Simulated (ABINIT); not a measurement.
# RbTaS3 (Pm-3m): from the cell to the phonon bands, part 6 of 7

How does RbTaS3 (Pm-3m) vibrate, and is this structure a minimum?

ABINIT 10.8.3; DFT PBEsol, scalar-relativistic, plane waves, PseudoDojo norm-conserving pseudopotentials.

So far. Step 7 (Zone-centre analysis): The rule moves no optical mode by more than 0.3 cm⁻¹. Step 10 (Linear response at Γ): The acoustic modes at Γ come out as far as 1.9 cm⁻¹ from zero, where they should vanish, a small numerical error. The relaxed cell has a = 4.824 Å (conventional setting).

The structure was built from a prototype and need not be the compound's stable phase.

**11. Linear response on the mesh**

Linear response treats each wavevector in the unit cell, with no supercell; the 2×2×2 mesh fixes the range of the force constants to be had.

dfpt_q.abi

```
ndtset 3

# wavevectors
qpt1 0.5 0.0 0.0
qpt2 0.5 0.5 0.0
qpt3 0.5 0.5 0.5

# displacements
getwfk_filepath "gso_WFK"
getwfq_filepath "gso_WFK"
kptopt 3
nqpt 1
rfphon 1
rfatpol 1 5
rfdir 1 1 1
tolvrs 1.0d-10
prtwf 0

# basis, mesh and filling
ecut 25.0
ngkpt 4 4 4
nshiftk 1
shiftk 0.0 0.0 0.0
istwfk *1
occopt 7
tsmear 0.01
nband 29
nstep 100
diemac 1000000.0
prtebands 0
prtgsr 0
useylm 1

# cell and atoms
acell 9.116691184 9.116691184 9.116691184
rprim 
    1.0 0.0 0.0
    0.0 1.0 0.0
    0.0 0.0 1.0
ntypat 3
znucl 37 73 16
natom 5
typat 1 2 3 3 3
xred 
    0.0 0.0 0.0
    0.5 0.5 0.5
    0.5 0.5 0.0
    0.5 0.0 0.5
    0.0 0.5 0.5
pp_dirpath "./pseudo"
pseudos "Rb.upf, Ta.upf, S.upf"
```

Command:

```
> OMP_NUM_THREADS=1 mpirun -n 4 abinit dfpt_q.abi > dfpt_q.log
```

Numbers of over 12 decimals in the logs are rounded to 6 here.

dfpt_q.abo, the main output file:

```text
[banners, grids, parts of the stress and lines that vanish by symmetry left out]
- input  file    -> dfpt_q.abi
- output file    -> dfpt_q.abo
- root for input  files -> dfpt_qi
[...]
DATASET    1 : space group Pm -3 m (#221); Bravais cP (primitive cubic)
[...]
nfft =       91125          nkpt =          64
[...]
DATASET    2 : space group Pm -3 m (#221); Bravais cP (primitive cubic)
[...]
nfft =       91125          nkpt =          64
[...]
DATASET    3 : space group Pm -3 m (#221); Bravais cP (primitive cubic)
[...]
nfft =       91125          nkpt =          64
[...]
== DATASET  1 ==================================================================
[...]
cutoff_energies: {ecut:  25.0, pawecutdg:  -1.0, }
[...]
Perturbation : displacement of atom   1   along direction   1
[...]
-ETOT  1   4.859555     -1.658E+03 6.580E+00 2.226E+04
 ETOT  2   2.192953     -2.667E+00 7.974E-02 3.774E+02
 ETOT  3   2.071489     -1.215E-01 1.531E-02 5.425E+02
 ETOT  4   2.048045     -2.344E-02 1.537E-03 2.764E+02
 ETOT  5   2.020586     -2.746E-02 2.562E-03 6.316E+00
[...]
At SCF step   15       vres2   =  4.93E-12 < tolvrs=  1.00E-10 =>converged.
[...]
Perturbation : displacement of atom   1   along direction   2
[...]
-ETOT  1   2.894525     -1.531E+03 6.579E+00 3.187E+02
[...]
At SCF step   12       vres2   =  5.15E-11 < tolvrs=  1.00E-10 =>converged.
[...]
Perturbation : displacement of atom   2   along direction   1
[...]
-ETOT  1   18.197530361090     -4.075E+03 8.352E+00 3.455E+04
[...]
At SCF step   15       vres2   =  1.64E-11 < tolvrs=  1.00E-10 =>converged.
[...]
Perturbation : displacement of atom   2   along direction   2
[...]
-ETOT  1   7.866677     -3.816E+03 8.334E+00 9.386E+03
[...]
At SCF step   14       vres2   =  3.17E-11 < tolvrs=  1.00E-10 =>converged.
[...]
Perturbation : displacement of atom   3   along direction   1
[...]
-ETOT  1   4.055198     -6.430E+02 1.903E+00 6.846E+03
[...]
Perturbation : displacement of atom   3   along direction   2
[...]
-ETOT  1   3.151681     -5.865E+02 2.405E+00 4.376E+02
[...]
Perturbation : displacement of atom   3   along direction   3
[...]
-ETOT  1   15.358610846663     -6.175E+02 2.458E+00 1.454E+04
[...]
Perturbation : displacement of atom   5   along direction   1
[...]
-ETOT  1   47.648443149698     -6.426E+02 4.317E+00 3.108E+05
[...]
Perturbation : displacement of atom   5   along direction   2
[...]
-ETOT  1   3.752098     -5.859E+02 2.047E+00 4.928E+02
[...]
Phonon wavevector (reduced coordinates) :  0.50000  0.00000  0.00000
 Phonon energies in Hartree :
[...]
Phonon frequencies in cm-1    :
-  4.002963E+01  4.002963E+01  7.547418E+01  7.547418E+01  8.633393E+01
-  1.315432E+02  1.315432E+02  1.366532E+02  1.691385E+02  1.792373E+02
-  1.792373E+02  1.973929E+02  3.311775E+02  3.311775E+02  4.140039E+02
[...]
== DATASET  2 ==================================================================
[...]
cutoff_energies: {ecut:  25.0, pawecutdg:  -1.0, }
[...]
Perturbation : displacement of atom   1   along direction   1
[...]
-ETOT  1   4.581487     -1.596E+03 6.573E+00 1.010E+04
[...]
Perturbation : displacement of atom   1   along direction   3
[...]
-ETOT  1   2.838029     -1.527E+03 6.572E+00 1.582E+02
[...]
Perturbation : displacement of atom   2   along direction   1
[...]
-ETOT  1   17.242313814401     -3.946E+03 8.351E+00 1.455E+04
[...]
Perturbation : displacement of atom   2   along direction   3
[...]
-ETOT  1   7.387583     -3.807E+03 8.340E+00 7.951E+03
[...]
Perturbation : displacement of atom   3   along direction   1
[...]
-ETOT  1   3.801020     -6.156E+02 4.192E+00 2.298E+03
[...]
Perturbation : displacement of atom   3   along direction   3
[...]
-ETOT  1   15.761578551239     -6.151E+02 4.184E+00 1.410E+04
[...]
Perturbation : displacement of atom   4   along direction   1
[...]
-ETOT  1   3.677237     -6.157E+02 1.696E+00 1.428E+03
[...]
Perturbation : displacement of atom   4   along direction   2
[...]
-ETOT  1   35.868592352185     -6.267E+02 4.664E+00 1.188E+05
[...]
Perturbation : displacement of atom   4   along direction   3
[...]
-ETOT  1   3.705736     -5.840E+02 1.839E+00 4.350E+02
[...]
Phonon wavevector (reduced coordinates) :  0.50000  0.50000  0.00000
 Phonon energies in Hartree :
[...]
Phonon frequencies in cm-1    :
-  3.661378E+01  7.430651E+01  7.430651E+01  7.916620E+01  9.074050E+01
-  1.451487E+02  1.451487E+02  1.765833E+02  1.765833E+02  1.848959E+02
-  1.848959E+02  2.288299E+02  2.588528E+02  3.244410E+02  4.503744E+02
[...]
== DATASET  3 ==================================================================
[...]
cutoff_energies: {ecut:  25.0, pawecutdg:  -1.0, }
[...]
Perturbation : displacement of atom   1   along direction   1
[...]
-ETOT  1   3.373969     -1.574E+03 6.564E+00 1.940E+03
[...]
Perturbation : displacement of atom   2   along direction   1
[...]
-ETOT  1   17.258273442597     -3.897E+03 8.351E+00 1.217E+04
[...]
Perturbation : displacement of atom   3   along direction   1
[...]
-ETOT  1   3.532343     -6.053E+02 4.185E+00 7.247E+02
[...]
At SCF step   12       vres2   =  2.48E-11 < tolvrs=  1.00E-10 =>converged.
[...]
Perturbation : displacement of atom   3   along direction   3
[...]
-ETOT  1   29.590636133614     -6.224E+02 4.400E+00 7.341E+04
[...]
ETOT 13   10.155835896818      8.072E-12 1.959E-04 5.394E-10
 ETOT 14   10.155835896810     -7.503E-12 1.444E-04 2.301E-12
 At SCF step   14       vres2   =  2.30E-12 < tolvrs=  1.00E-10 =>converged.
[...]
Phonon wavevector (reduced coordinates) :  0.50000  0.50000  0.50000
 Phonon energies in Hartree :
[...]
Phonon frequencies in cm-1    :
-  7.786913E+01  7.786913E+01  7.786913E+01  8.733851E+01  8.733851E+01
-  8.733851E+01  1.520187E+02  1.520187E+02  1.520187E+02  1.859956E+02
-  1.859956E+02  2.278488E+02  2.278488E+02  2.278488E+02  4.825911E+02
[...]
strten2     0.0000000000E+00  0.0000000000E+00  0.0000000000E+00
           strten3     0.0000000000E+00  0.0000000000E+00  0.0000000000E+00
================================================================================
```

It took 31 min on 4 MPI ranks of Arm Neoverse V2, shared host; 2.1 h of CPU time.

Read from the output:

| Property | Result |
| --- | --- |
| lowest mode on the q mesh (acoustic ones at the zone centre apart) | 36.61 cm⁻¹ |

Frequencies (cm⁻¹) before the sum rule at the irreducible wavevectors but Γ, which is solved apart; negative means imaginary. Frequencies by wavevector:

| q (fractions) | star | mode 1 | mode 2 | mode 3 | mode 4 | mode 13 | mode 14 | mode 15 |
| --- | --- | --- | --- | --- | --- | --- | --- | --- |
| 0.5 0 0 | 3 | 40.03 | 40.03 | 75.47 | 75.47 | 331.2 | 331.2 | 414 |
| 0.5 0.5 0 | 3 | 36.61 | 74.31 | 74.31 | 79.17 | 258.9 | 324.4 | 450.4 |
| 0.5 0.5 0.5 | 1 | 77.87 | 77.87 | 77.87 | 87.34 | 227.8 | 227.8 | 482.6 |

**12. Interpolated phonon bands**

anaddb transforms the dynamical matrices to force constants and back along the path; points of the mesh come back as solved, but for the sum rule and, in polar crystals, the LO-TO term at Γ; the rest is interpolation.

anaddb.abi

```
ddb_filepath "all_DDB"
output_file "anaddb.abo"
outdata_prefix "anaddb"
ifcflag 1
ngqpt 2 2 2
nqshft 1
q1shft 0.0 0.0 0.0
asr 1
chneut 0
dipdip 0
dipquad 0
quadquad 0
enunit 0
eivec 0
nph1l 62
qph1l 
    0.0 0.0 0.0 1.0
    0.0 0.05 0.0 1.0
    0.0 0.1 0.0 1.0
    0.0 0.15 0.0 1.0
    0.0 0.2 0.0 1.0
    0.0 0.25 0.0 1.0
    0.0 0.3 0.0 1.0
    0.0 0.35 0.0 1.0
    0.0 0.4 0.0 1.0
    0.0 0.45 0.0 1.0
    0.0 0.5 0.0 1.0
    0.05 0.5 0.0 1.0
    0.1 0.5 0.0 1.0
    0.15 0.5 0.0 1.0
    0.2 0.5 0.0 1.0
    0.25 0.5 0.0 1.0
    0.3 0.5 0.0 1.0
    0.35 0.5 0.0 1.0
    0.4 0.5 0.0 1.0
    0.45 0.5 0.0 1.0
    0.5 0.5 0.0 1.0
    0.45 0.45 0.0 1.0
    0.4 0.4 0.0 1.0
    0.35 0.35 0.0 1.0
    0.3 0.3 0.0 1.0
    0.25 0.25 0.0 1.0
    0.2 0.2 0.0 1.0
    0.15 0.15 0.0 1.0
    0.1 0.1 0.0 1.0
    0.05 0.05 0.0 1.0
    0.0 0.0 0.0 1.0
    0.05 0.05 0.05 1.0
    0.1 0.1 0.1 1.0
    0.15 0.15 0.15 1.0
    0.2 0.2 0.2 1.0
    0.25 0.25 0.25 1.0
    0.3 0.3 0.3 1.0
    0.35 0.35 0.35 1.0
    0.4 0.4 0.4 1.0
    0.45 0.45 0.45 1.0
    0.5 0.5 0.5 1.0
    0.45 0.5 0.45 1.0
    0.4 0.5 0.4 1.0
    0.35 0.5 0.35 1.0
    0.3 0.5 0.3 1.0
    0.25 0.5 0.25 1.0
    0.2 0.5 0.2 1.0
    0.15 0.5 0.15 1.0
    0.1 0.5 0.1 1.0
    0.05 0.5 0.05 1.0
    0.0 0.5 0.0 1.0
    0.5 0.5 0.5 1.0
    0.5 0.5 0.45 1.0
    0.5 0.5 0.4 1.0
    0.5 0.5 0.35 1.0
    0.5 0.5 0.3 1.0
    0.5 0.5 0.25 1.0
    0.5 0.5 0.2 1.0
    0.5 0.5 0.15 1.0
    0.5 0.5 0.1 1.0
    0.5 0.5 0.05 1.0
    0.5 0.5 0.0 1.0
```

mrgddb.in

```
all_DDB
merged
4
dfpt_gammao_DDB
dfpt_qo_DS1_DDB
dfpt_qo_DS2_DDB
dfpt_qo_DS3_DDB
```

Command:

```
> mrgddb < mrgddb.in > mrgddb.log
> OMP_NUM_THREADS=1 anaddb anaddb.abi > anaddb.log
```

anaddb.abo, the main output file:

```text
[banners, grids, parts of the stress and lines that vanish by symmetry left out]
-outvars_anaddb: echo values of input variables ----------------------

 Flags :
[...]
Phonon wavevector (reduced coordinates) :  0.00000  0.00000  0.00000
 Phonon energies in Hartree :
[...]
Phonon frequencies in cm-1    :
- -4.524962E-03 -4.500567E-03 -4.426564E-03  7.212732E+01  7.212732E+01
-  7.212732E+01  1.280714E+02  1.280714E+02  1.280714E+02  1.506628E+02
-  1.506628E+02  1.506628E+02  3.375535E+02  3.375535E+02  3.375535E+02
[...]
Phonon wavevector (reduced coordinates) :  0.00000  0.05000  0.00000
 Phonon energies in Hartree :
[...]
Phonon frequencies in cm-1    :
-  8.210564E+00  8.210564E+00  2.136582E+01  7.212099E+01  7.212099E+01
-  7.415186E+01  1.284943E+02  1.284943E+02  1.302940E+02  1.510289E+02
-  1.510289E+02  1.511418E+02  3.374275E+02  3.374275E+02  3.392439E+02
[...]
Phonon wavevector (reduced coordinates) :  0.00000  0.10000  0.00000
 Phonon energies in Hartree :
[...]
Phonon frequencies in cm-1    :
-  1.593724E+01  1.593724E+01  4.069571E+01  7.212312E+01  7.212312E+01
-  7.984099E+01  1.295858E+02  1.295858E+02  1.365932E+02  1.522302E+02
-  1.522302E+02  1.525236E+02  3.370546E+02  3.370546E+02  3.442388E+02
[...]
Phonon wavevector (reduced coordinates) :  0.00000  0.15000  0.00000
 Phonon energies in Hartree :
[...]
Phonon frequencies in cm-1    :
-  2.277167E+01  2.277167E+01  5.602732E+01  7.219162E+01  7.219162E+01
-  8.864730E+01  1.308881E+02  1.308881E+02  1.458639E+02  1.545040E+02
-  1.545040E+02  1.546511E+02  3.364524E+02  3.364524E+02  3.522556E+02
[...]
Phonon wavevector (reduced coordinates) :  0.00000  0.20000  0.00000
 Phonon energies in Hartree :
[...]
Phonon frequencies in cm-1    :
-  2.843667E+01  2.843667E+01  6.657909E+01  7.240277E+01  7.240277E+01
-  9.968736E+01  1.319093E+02  1.319093E+02  1.565719E+02  1.572909E+02
[...]
Phonon wavevector (reduced coordinates) :  0.00000  0.25000  0.00000
 Phonon energies in Hartree :
[...]
Phonon frequencies in cm-1    :
[...]
Phonon wavevector (reduced coordinates) :  0.00000  0.30000  0.00000
 Phonon energies in Hartree :
[...]
Phonon frequencies in cm-1    :
[...]
Phonon wavevector (reduced coordinates) :  0.00000  0.35000  0.00000
 Phonon energies in Hartree :
[...]
Phonon frequencies in cm-1    :
[...]
Phonon wavevector (reduced coordinates) :  0.00000  0.40000  0.00000
 Phonon energies in Hartree :
[...]
Phonon frequencies in cm-1    :
[...]
Phonon wavevector (reduced coordinates) :  0.00000  0.45000  0.00000
 Phonon energies in Hartree :
[...]
Phonon frequencies in cm-1    :
[...]
Phonon wavevector (reduced coordinates) :  0.00000  0.50000  0.00000
 Phonon energies in Hartree :
[...]
Phonon frequencies in cm-1    :
[...]
Phonon wavevector (reduced coordinates) :  0.05000  0.50000  0.00000
 Phonon energies in Hartree :
[...]
Phonon frequencies in cm-1    :
[...]
Phonon wavevector (reduced coordinates) :  0.10000  0.50000  0.00000
 Phonon energies in Hartree :
[...]
Phonon frequencies in cm-1    :
[...]
Phonon wavevector (reduced coordinates) :  0.15000  0.50000  0.00000
 Phonon energies in Hartree :
[...]
Phonon frequencies in cm-1    :
[...]
Phonon wavevector (reduced coordinates) :  0.25000  0.25000  0.25000
 Phonon energies in Hartree :
[...]
Phonon frequencies in cm-1    :
[...]
-  1.969242E+02  1.992332E+02  3.011331E+02  3.011331E+02  4.324644E+02
  Phonon wavevector (reduced coordinates) :  0.30000  0.30000  0.30000
 Phonon energies in Hartree :
[...]
Phonon frequencies in cm-1    :
-  7.046114E+01  7.046114E+01  7.907192E+01  1.054482E+02  1.054482E+02
-  1.206579E+02  1.287357E+02  1.377061E+02  1.377061E+02  2.080074E+02
-  2.080074E+02  2.106931E+02  2.778705E+02  2.778705E+02  4.525174E+02
  Phonon wavevector (reduced coordinates) :  0.35000  0.35000  0.35000
 Phonon energies in Hartree :
[...]
Phonon frequencies in cm-1    :
-  7.444092E+01  7.444092E+01  7.848995E+01  1.027891E+02  1.027891E+02
-  1.094569E+02  1.387143E+02  1.402111E+02  1.402111E+02  2.164287E+02
[...]
Phonon wavevector (reduced coordinates) :  0.40000  0.40000  0.40000
 Phonon energies in Hartree :
[...]
Phonon frequencies in cm-1    :
[...]
Phonon wavevector (reduced coordinates) :  0.45000  0.45000  0.45000
 Phonon energies in Hartree :
[...]
Phonon frequencies in cm-1    :
[...]
Phonon wavevector (reduced coordinates) :  0.50000  0.50000  0.50000
 Phonon energies in Hartree :
[...]
Phonon frequencies in cm-1    :
[...]
Phonon wavevector (reduced coordinates) :  0.50000  0.50000  0.05000
 Phonon energies in Hartree :
[...]
Phonon frequencies in cm-1    :
[...]
Phonon wavevector (reduced coordinates) :  0.50000  0.50000  0.00000
 Phonon energies in Hartree :
[...]
Phonon frequencies in cm-1    :
[...]
-  1.451477E+02  1.451477E+02  1.765817E+02  1.765817E+02  1.848937E+02
-  1.848937E+02  2.288286E+02  2.588806E+02  3.244624E+02  4.503904E+02
-
```

The job ended after 0.6 s (1 thread).

Read from the output:

```yaml
lowest_frequency_on_the_path: 0 cm⁻¹
```

Anaddb. Phonon branches along the path, in cm⁻¹:

| point | branch 1 | branch 2 | branch 3 | branch 4 | branch 12 | branch 13 | branch 14 | branch 15 |
| --- | --- | --- | --- | --- | --- | --- | --- | --- |
| Γ | 0 | 0 | 0 | 72 | 151 | 338 | 338 | 338 |
| halfway | 33 | 33 | 73 | 73 | 167 | 335 | 335 | 375 |
| X | 40 | 40 | 76 | 76 | 197 | 331 | 331 | 414 |
| halfway | 39 | 73 | 74 | 77 | 217 | 298 | 328 | 433 |
| M | 37 | 74 | 74 | 79 | 229 | 259 | 324 | 450 |
| halfway | 38 | 57 | 75 | 80 | 200 | 316 | 332 | 404 |
| Γ | 0 | 0 | 0 | 72 | 151 | 338 | 338 | 338 |
| halfway | 65 | 65 | 80 | 103 | 199 | 301 | 301 | 432 |
| R | 78 | 78 | 78 | 87 | 228 | 228 | 228 | 483 |
| halfway | 74 | 75 | 77 | 95 | 218 | 274 | 285 | 455 |
| X | 40 | 40 | 76 | 76 | 197 | 331 | 331 | 414 |
| jump to R | 78 | 78 | 78 | 87 | 228 | 228 | 228 | 483 |
| halfway | 76 | 76 | 79 | 89 | 225 | 228 | 260 | 471 |
| M | 37 | 74 | 74 | 79 | 229 | 259 | 324 | 450 |

All branches are real along the path.

[end of part 6 of 7]

[Host names and launcher messages were left out of these logs when they were recorded.]

[Logs are printed without paths, hosts, clocks, repeated set-up lines and the standing remarks that a program may print on its own settings, such as how far it seeks lower states.]

[Hosts, paths, dates, database ids (printed as entryN), source tags and the programs' standing remarks are cut or masked in the printed files.]
